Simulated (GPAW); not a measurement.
**STM contrast on a 7-layer slab of K(110)**

Aim: Tersoff-Hamann images of a 7-layer slab of K(110) at several biases.

Calculated with GPAW 26.7.0; GPAW, PAW setups; slab in vacuum, relaxation, in the first sound run; inputs show where later runs differ.

### 1. The starting structure

The cell holds 7 atoms: 7 K. Its edges and angles: a = 4.529 Å, b = 4.529 Å, c = 36.189 Å, α = 90.0°, β = 90.0°, γ = 70.5°. Vacuum lies along c.

### 2. Relaxation

The atoms are relaxed first, since the surface dipole, and with it the work function, follows the positions of the outer layers. The lowest 3 atoms are held at bulk positions and keep their forces.

Contents of run.py:

```python
import json
import numpy as np
from ase import Atoms
from ase.constraints import FixAtoms
from ase.optimize import BFGS
from gpaw import GPAW, PW

slab = Atoms(
    ['K', 'K', 'K', 'K', 'K', 'K', 'K'],
    positions=[
        [0.00000, 0.00000, 7.00000],
        [3.69817, 0.00000, 10.69817],
        [0.00000, 0.00000, 14.39634],
        [3.69817, 0.00000, 18.09451],
        [0.00000, 0.00000, 21.79267],
        [3.69817, 0.00000, 25.49084],
        [0.00000, 0.00000, 29.18901]],
    cell=[[3.69817, -2.615, 0.0], [3.69817, 2.615, 0.0], [0.0, 0.0, 36.18901]],
    pbc=[True, True, False])

slab.calc = GPAW(mode=PW(400), xc='PBE', kpts={'size': (8, 8, 1), 'gamma': True},
                 occupations={'name': 'fermi-dirac', 'width': 0.1}, nbands='160%',
                 convergence={'density': 1e-05}, maxiter=200,
                 poissonsolver={'dipolelayer': 'xy'},
                 symmetry={'tolerance': 1e-3, 'extra_ids': [1, 1, 1, 0, 0, 0, 0]}, txt='slab.txt')
result = {}
slab.set_constraint(FixAtoms([0, 1, 2]))
path = []
opt = BFGS(slab, maxstep=0.2)
opt.attach(lambda: path.append((slab.get_potential_energy(), slab.positions.tolist(), slab.get_forces().tolist())))
result['relaxed'] = bool(opt.run(fmax=0.03, steps=40))
result['path'] = path
energy = slab.get_potential_energy()
fermi = slab.calc.get_fermi_level()
v = slab.calc.get_electrostatic_potential().mean((0, 1)) - fermi
n = slab.calc.get_pseudo_density().mean((0, 1))
L = slab.cell[2, 2]
z = np.arange(len(v)) * L / len(v)
low, high = slab.positions[:, 2].min(), slab.positions[:, 2].max()
below, above = np.interp([low - 4.8, high + 4.8], z, v)
slopes = [np.interp(x, z, np.gradient(v, z)) for x in (low - 4.8, high + 4.8)]
eps = np.array([[slab.calc.get_eigenvalues(k, s) for k in range(len(slab.calc.get_ibz_k_points()))]
                for s in range(slab.calc.get_number_of_spins())]) - fermi
top, bottom = eps[eps < 0].max(), eps[eps > 0].min()
dipole = slab.get_dipole_moment()[2]
print(f'energy {energy:.4f} eV, Fermi level {fermi:.4f} eV, dipole {dipole:.5f} e A')
print(f'potential 4.8 A off the faces, from the Fermi level: lower {below:.4f} eV, upper {above:.4f} eV')
print(f'slope of the potential there: lower {slopes[0]:.5f}, upper {slopes[1]:.5f} eV/A')
print(f'nearest levels on the mesh: {top:.4f} and {bottom:.4f} eV')
print('magnetic moment', round(slab.get_magnetic_moment(), 3))
result.update(energy=energy, fermi=fermi, dipole=dipole, below=below, above=above, slopes=slopes, edges=[top, bottom],
              z=z.tolist(), v=v.tolist(), n=n.tolist(), positions=slab.positions.tolist(),
              forces=slab.get_forces(apply_constraint=False).tolist(), moments=slab.get_magnetic_moments().tolist())
json.dump(result, open('result.json', 'w'))
```

Command:

```bash
$ OMP_NUM_THREADS=1 OPENBLAS_NUM_THREADS=1 python run.py
```

The program printed:

```text
Step          Energy          fmax
BFGS:    0       -8.035166        0.009716
energy -7.9386 eV, Fermi level 0.1625 eV, dipole 0.00002 e A
potential 4.8 A off the faces, from the Fermi level: lower 2.3864 eV, upper 2.3864 eV
slope of the potential there: lower -0.01049, upper 0.01047 eV/A
nearest levels on the mesh: -0.0030 and 0.0017 eV
magnetic moment 0.0
```

It took 5.9 min on 1 thread of AMD EPYC 7R13 (Zen 3), shared host; peak memory 0.55 GiB.

This step gave:

- dipole along the normal: 2.24e-5 e·Å
- levels nearest the Fermi level on the mesh: -0.003006, 0.001717 eV from the Fermi level
- upper work function: 2.386 eV
- lower work function: 2.386 eV

The electrostatic potential energy of an electron (without an applied field's), less the Fermi level, planar mean by z:

```
z (Å)  electrostatic potential energy of an electron (without an applied field's), less the Fermi level, planar mean (eV)
    0                                                                                                                2.39
    1                                                                                                                2.39
    2                                                                                                                2.39
    3                                                                                                                2.37
    4                                                                                                                2.27
    5                                                                                                                1.86
    6                                                                                                               0.212
    7                                                                                                               -7.73
    8                                                                                                               0.575
    9                                                                                                                1.78
   10                                                                                                               -1.02
   11                                                                                                               -5.29
   12                                                                                                                1.33
   13                                                                                                                1.48
   14                                                                                                               -4.08
   15                                                                                                               -1.79
   16                                                                                                                1.71
   17                                                                                                               0.844
   18                                                                                                               -7.33
   19                                                                                                               0.167
   20                                                                                                                1.80
   21                                                                                                              -0.373
   22                                                                                                               -6.38
   23                                                                                                                1.13
   24                                                                                                                1.61
   25                                                                                                               -2.94
   26                                                                                                               -2.77
   27                                                                                                                1.62
   28                                                                                                                1.13
   29                                                                                                               -6.62
   30                                                                                                              -0.594
   31                                                                                                                1.69
   32                                                                                                                2.23
   33                                                                                                                2.36
   34                                                                                                                2.39
   35                                                                                                                2.39
   36                                                                                                                2.39
```

The pseudo valence density, planar mean oscillates, so the rows of the table below give means over windows of 3.66 Å about each position, cut where the curve ends. Its maxima inside the range that stand out by 2 % of the span (Å: e/Å³): 6.9: 0.390, 10.8: 0.398, 14.4: 0.403, 18.1: 0.405, 21.8: 0.403, 25.4: 0.398, 29.3: 0.390. Its minima: 8.8: 0.0171, 12.5: 0.0170, 16.2: 0.0171, 20.0: 0.0171, 23.7: 0.0170, 27.4: 0.0171.

Pseudo valence density, planar mean against z; means over each step:

```
z (Å)  pseudo valence density, planar mean (e/Å³)
 1.83                                      1.7e-4
 5.49                                      0.0943
 9.15                                       0.124
12.81                                       0.124
16.47                                       0.124
20.13                                       0.123
23.79                                       0.123
27.45                                       0.124
31.11                                      0.0535
34.77                                      1.1e-4
```

The starting forces already met the threshold, so no step was taken. The largest force left on a free atom is 0.0097 eV/Å.

(Continued in part 2 of 2.)

[Logs are printed without paths, hosts, clocks, repeated set-up lines and the standing remarks that a program may print on its own settings, such as how far it seeks lower states.]

[Hosts, paths, dates, database ids (printed as entryN), source tags and the programs' standing remarks are cut or masked in the printed files.]
